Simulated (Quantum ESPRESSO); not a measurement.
# Dipole at the next field: F-SiC-F chair, 1 layer

How the rows were computed: Quantum ESPRESSO 7.5, RPBE, GBRV ultrasoft, PBE files; sawtooth field along the normal with dipole correction, ions clamped, threshold 1e-9 Ry; cell area 8.695 Å².

| field (V/Å) | dipole (e Å a cell) |
| --- | --- |
| 0 | −0.00533 |
| 0.1 | 0.01103 |
| 0.2 | 0.02738 |

**Question.** What is the dipole at −0.2 V/Å, and what electrostatic thickness 4πα/A follows from the rows?

**Worked estimate.** The slope is (0.02738 − (−0.00533))/0.2 = 0.1636 e Å²/V, so 4πα/A = 180.95 × 0.1636/8.695 = 3.40 Å. Linear response gives p = −0.00533 + 0.1636 × (−0.2) = −0.03804 e Å; a parabola through the three rows gives −0.03808.

**The withheld run.** p = −0.03802 e Å. The line misses by 0.1 % of the induced dipole and the parabola by 0.2 %. The response is linear over this range.

**Limits.** Electrons alone respond; local and semilocal functionals tend to overscreen.
